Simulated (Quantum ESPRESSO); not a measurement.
# Collinear magnetic orders of MnO2 with Quantum ESPRESSO, part 2 of 2

Aim: find out which collinear order of MnO2 costs least.

Quantum ESPRESSO 7.5; LDA; plane waves with GBRV 1.5 LDA potentials, no spin-orbit coupling.

So far, absolute magnetization (μB): step 2 (start 1: ferro +) 3.02.

## (4) Run 3 (antiferro q=(0,1/2,0) +−)

This order needs a doubled cell of 6 atoms.

File pw.in:

```
&CONTROL
  calculation = 'scf'
  prefix = 'pwscf'
  outdir = './tmp'
  pseudo_dir = './pseudo'
  disk_io = 'nowf'
/
&SYSTEM
  ibrav = 0
  celldm(1) = 8
  nat = 6
  ntyp = 3
  ecutwfc = 40
  ecutrho = 280
  nbnd = 37
  occupations = 'smearing'
  smearing = 'fd'
  degauss = 0.00734986
  nspin = 2
  starting_magnetization(1) = 0.3
  starting_magnetization(2) = -0.3
  starting_magnetization(3) = 0
/
&ELECTRONS
  conv_thr = 1.2d-08
  electron_maxstep = 150
  mixing_beta = 0.3
/
ATOMIC_SPECIES
Mn1    54.9380 mn_lda_v1.5.uspp.F.UPF
Mn2    54.9380 mn_lda_v1.5.uspp.F.UPF
O      15.9990 o_lda_v1.2.uspp.F.UPF
CELL_PARAMETERS alat
   0.6747688018172    0.0000000000000    0.0000000000000
  -0.6747688018172    1.1687338481463    0.0000000000000
   0.0000000000000    0.0000000000000    1.0869170960348
ATOMIC_POSITIONS crystal
Mn1     0.0000000000    0.0000000000    0.5000000000
Mn2     0.0000000000    0.5000000000    0.5000000000
O       0.6666666700    0.1666666650    0.2937074300
O       0.6666666700    0.6666666650    0.2937074300
O       0.3333333300    0.3333333350    0.7062925700
O       0.3333333300    0.8333333350    0.7062925700
K_POINTS automatic
8 4 8 0 0 0
```

Launch:

```sh
$ OMP_NUM_THREADS=1 mpirun -n 2 pw.x -nk 2 -in pw.in > pw.out
```

Output:

```text
     [... lines left out ...]
Program PWSCF v.7.5 starts
     [... lines left out ...]
     number of atoms/cell      =            6
     [... lines left out ...]
     number of electrons       =        54.00
     number of Kohn-Sham states=           37
     kinetic-energy cutoff     =      40.0000  Ry
     charge density cutoff     =     280.0000  Ry
     scf convergence threshold =      1.2E-08
     [... lines left out ...]
      4 Sym. Ops., with inversion, found
     [... lines left out ...]
     number of k points=    86  Fermi-Dirac smearing, width (Ry)=  0.0073
     [... lines left out ...]
     iteration # 14     ecut=    40.00 Ry     beta= 0.30
     [... lines left out ...]
     Magnetic moment per site  (integrated on atomic sphere of radius R)
     atom   1 (R=0.185)  charge= 11.7461  magn=  2.3553
     atom   2 (R=0.185)  charge= 11.7461  magn= -2.3553
     atom   3 (R=0.185)  charge=  5.2086  magn=  0.0093
     atom   4 (R=0.185)  charge=  5.2086  magn= -0.0093
     atom   5 (R=0.185)  charge=  5.2086  magn= -0.0093
     atom   6 (R=0.185)  charge=  5.2086  magn=  0.0093
     [... lines left out ...]
     the Fermi energy is     7.7621 ev
!    total energy              =    -551.64023087 Ry
     estimated scf accuracy    <          3.1E-09 Ry
     smearing contrib. (-TS)   =      -0.00038428 Ry
     [... lines left out ...]
     total magnetization       =     0.00 Bohr mag/cell
     absolute magnetization    =     5.84 Bohr mag/cell
     convergence has been achieved in  14 iterations
```

Elapsed: 2.3 min, on 2 MPI ranks of Arm Neoverse V1, shared host; peak memory 0.47 GiB.

Spin moment in the atom's sphere by atom:

```
atom  spin moment in the atom's sphere (μB)
 Mn1                                   2.36
 Mn2                                  -2.36
  O3                                   0.01
  O4                                  -0.01
  O5                                  -0.01
  O6                                   0.01
```

Read from the output:

```yaml
smearing_term_ts: 0.005228 eV
magnetization: 0 μB
absolute_magnetization: 5.841 μB
final_state: antiferromagnetic
```

## (5) Start 4: antiferro q=(0,1/2,1/2) +−

The cell is doubled to 6 atoms to hold this order.

Edit pw.in of step 4 so:

```diff
@@ -35,10 +35,10 @@
   -0.6747688018172    1.1687338481463    0.0000000000000
-   0.0000000000000    0.0000000000000    1.0869170960348
+  -0.3373844009086    0.5843669240732    1.0869170960348
 ATOMIC_POSITIONS crystal
-Mn1     0.0000000000    0.0000000000    0.5000000000
-Mn2     0.0000000000    0.5000000000    0.5000000000
-O       0.6666666700    0.1666666650    0.2937074300
-O       0.6666666700    0.6666666650    0.2937074300
-O       0.3333333300    0.3333333350    0.7062925700
-O       0.3333333300    0.8333333350    0.7062925700
+Mn1     0.0000000000    0.7500000000    0.5000000000
+Mn2     0.0000000000    0.2500000000    0.5000000000
+O       0.6666666700    0.0198129500    0.2937074300
+O       0.6666666700    0.5198129500    0.2937074300
+O       0.3333333300    0.9801870500    0.7062925700
+O       0.3333333300    0.4801870500    0.7062925700
 K_POINTS automatic
```

Output:

```text
     [... lines left out ...]
Program PWSCF v.7.5 starts
     [... lines left out ...]
     number of atoms/cell      =            6
     [... lines left out ...]
     number of electrons       =        54.00
     number of Kohn-Sham states=           37
     kinetic-energy cutoff     =      40.0000  Ry
     charge density cutoff     =     280.0000  Ry
     scf convergence threshold =      1.2E-08
     [... lines left out ...]
      4 Sym. Ops., with inversion, found ( 2 have fractional translation)
     [... lines left out ...]
     number of k points=    78  Fermi-Dirac smearing, width (Ry)=  0.0073
     [... lines left out ...]
     iteration # 14     ecut=    40.00 Ry     beta= 0.30
     [... lines left out ...]
     Magnetic moment per site  (integrated on atomic sphere of radius R)
     atom   1 (R=0.185)  charge= 11.7452  magn=  2.3552
     atom   2 (R=0.185)  charge= 11.7452  magn= -2.3552
     atom   3 (R=0.185)  charge=  5.2083  magn=  0.0085
     atom   4 (R=0.185)  charge=  5.2083  magn= -0.0085
     atom   5 (R=0.185)  charge=  5.2083  magn= -0.0085
     atom   6 (R=0.185)  charge=  5.2083  magn=  0.0085
     [... lines left out ...]
     the Fermi energy is     7.7609 ev
!    total energy              =    -551.64028134 Ry
     estimated scf accuracy    <          3.9E-09 Ry
     smearing contrib. (-TS)   =      -0.00037763 Ry
     [... lines left out ...]
     total magnetization       =    -0.00 Bohr mag/cell
     absolute magnetization    =     5.84 Bohr mag/cell
     convergence has been achieved in  14 iterations
```

Elapsed: 2.5 min, on 2 MPI ranks; peak memory 0.46 GiB.

Read from the output:

```yaml
smearing_term_ts: 0.005138 eV
magnetization: 0 μB
absolute_magnetization: 5.84 μB
final_state: antiferromagnetic
largest_moment: 2.355 μB
```

## (6) Start 5: no spin polarisation

File pw.in:

```
&CONTROL
  calculation = 'scf'
  prefix = 'pwscf'
  outdir = './tmp'
  pseudo_dir = './pseudo'
  disk_io = 'nowf'
/
&SYSTEM
  ibrav = 0
  celldm(1) = 8
  nat = 3
  ntyp = 2
  ecutwfc = 40
  ecutrho = 280
  nbnd = 21
  occupations = 'smearing'
  smearing = 'fd'
  degauss = 0.00734986
/
&ELECTRONS
  conv_thr = 6d-09
  electron_maxstep = 150
  mixing_beta = 0.3
/
ATOMIC_SPECIES
Mn     54.9380 mn_lda_v1.5.uspp.F.UPF
O      15.9990 o_lda_v1.2.uspp.F.UPF
CELL_PARAMETERS alat
   0.6747688018172    0.0000000000000    0.0000000000000
  -0.3373844009086    0.5843669240732    0.0000000000000
   0.0000000000000    0.0000000000000    1.0869170960348
ATOMIC_POSITIONS crystal
Mn      0.0000000000    0.0000000000    0.5000000000
O       0.6666666700    0.3333333300    0.2937074300
O       0.3333333300    0.6666666700    0.7062925700
K_POINTS automatic
8 8 8 0 0 0
```

Output:

```text
     [... lines left out ...]
Program PWSCF v.7.5 starts
     [... lines left out ...]
     number of atoms/cell      =            3
     [... lines left out ...]
     number of electrons       =        27.00
     number of Kohn-Sham states=           21
     kinetic-energy cutoff     =      40.0000  Ry
     charge density cutoff     =     280.0000  Ry
     scf convergence threshold =      6.0E-09
     [... lines left out ...]
     12 Sym. Ops., with inversion, found
     [... lines left out ...]
     number of k points=    65  Fermi-Dirac smearing, width (Ry)=  0.0073
     [... lines left out ...]
     iteration # 11     ecut=    40.00 Ry     beta= 0.30
     [... lines left out ...]
     the Fermi energy is     7.7685 ev
!    total energy              =    -275.76281956 Ry
     estimated scf accuracy    <          4.3E-09 Ry
     smearing contrib. (-TS)   =      -0.01134502 Ry
     [... lines left out ...]
     convergence has been achieved in  11 iterations
```

It took 12 s on 2 MPI ranks; peak memory 0.17 GiB; 24 s of CPU time.

Numbers from this step:

| Property | Result |
| --- | --- |
| smearing term TS | 0.1544 eV |
| final state | non-magnetic (no spin polarisation) |

## (7) Ranking

An order is kept where moments of 0.15 μB or more survive with the typed signs; meshes match where a doubled cell samples the same k points as the first cell.

Orders:

```
                     start        final state  typed order kept  energy over the lowest (meV a seeded atom)  largest site moment (μB)  net moment (μB a cell of the first run)  mesh matched  CPU time (s)
                   ferro +      ferromagnetic               yes                                      0.1048                     2.479                                    2.988           yes         54.12
  antiferro q=(0,0,1/2) +-  antiferromagnetic               yes                                           0                     2.477                                        0           yes           112
  antiferro q=(0,1/2,0) +-  antiferromagnetic               yes                                       6.051                     2.355                                        0           yes         280.2
antiferro q=(0,1/2,1/2) +-  antiferromagnetic               yes                                       5.708                     2.355                                        0           yes         294.6
      no spin polarisation       non-magnetic                 -                                       785.6                         0                                        0           yes          23.5
```

## (8) Outcome

- lowest state found: antiferromagnetic (from antiferro q=(0,0,1/2) +-)
- largest site moment: 2.48 μB
- next state with moments: ferromagnetic, 0.105 meV a seeded atom higher
- state without moments: 786 meV a seeded atom higher

What this shows: The two lowest states lie so close that the mesh, the smearing, the functional or spin–orbit coupling could swap them. Forming the moments gains more than four times the spread of the orders, as local moments do. The smearing terms TS of the orders run from 2.6 to 5.1 meV a seeded atom, so the differences would change at a smaller width: an order with a larger TS is lowered more by the smearing. This is the lowest of 5 collinear or spinless starts, no proof of the ground state. Energies are free energies at an electronic temperature of 1160 K, which lowers moments and differences where the moments are itinerant. No Hubbard term acts here. In such compounds local and semilocal functionals without one often delocalise the d electrons, and can shrink or lose moments and miss the size, sign and order of the couplings.

[Logs and program files are shortened in this print: banners, set-up blocks, solver, clock and traceback lines can be left out without a mark of their own.]

[Logs are printed without paths, hosts, clocks, repeated set-up lines and the standing remarks that a program may print on its own settings, such as how far it seeks lower states.]

[Hosts, paths, dates, database ids (printed as entryN), source tags and the programs' standing remarks are cut or masked in the printed files.]

[Where a cell is said to come from a database of computed structures, the database is the Materials Project.]
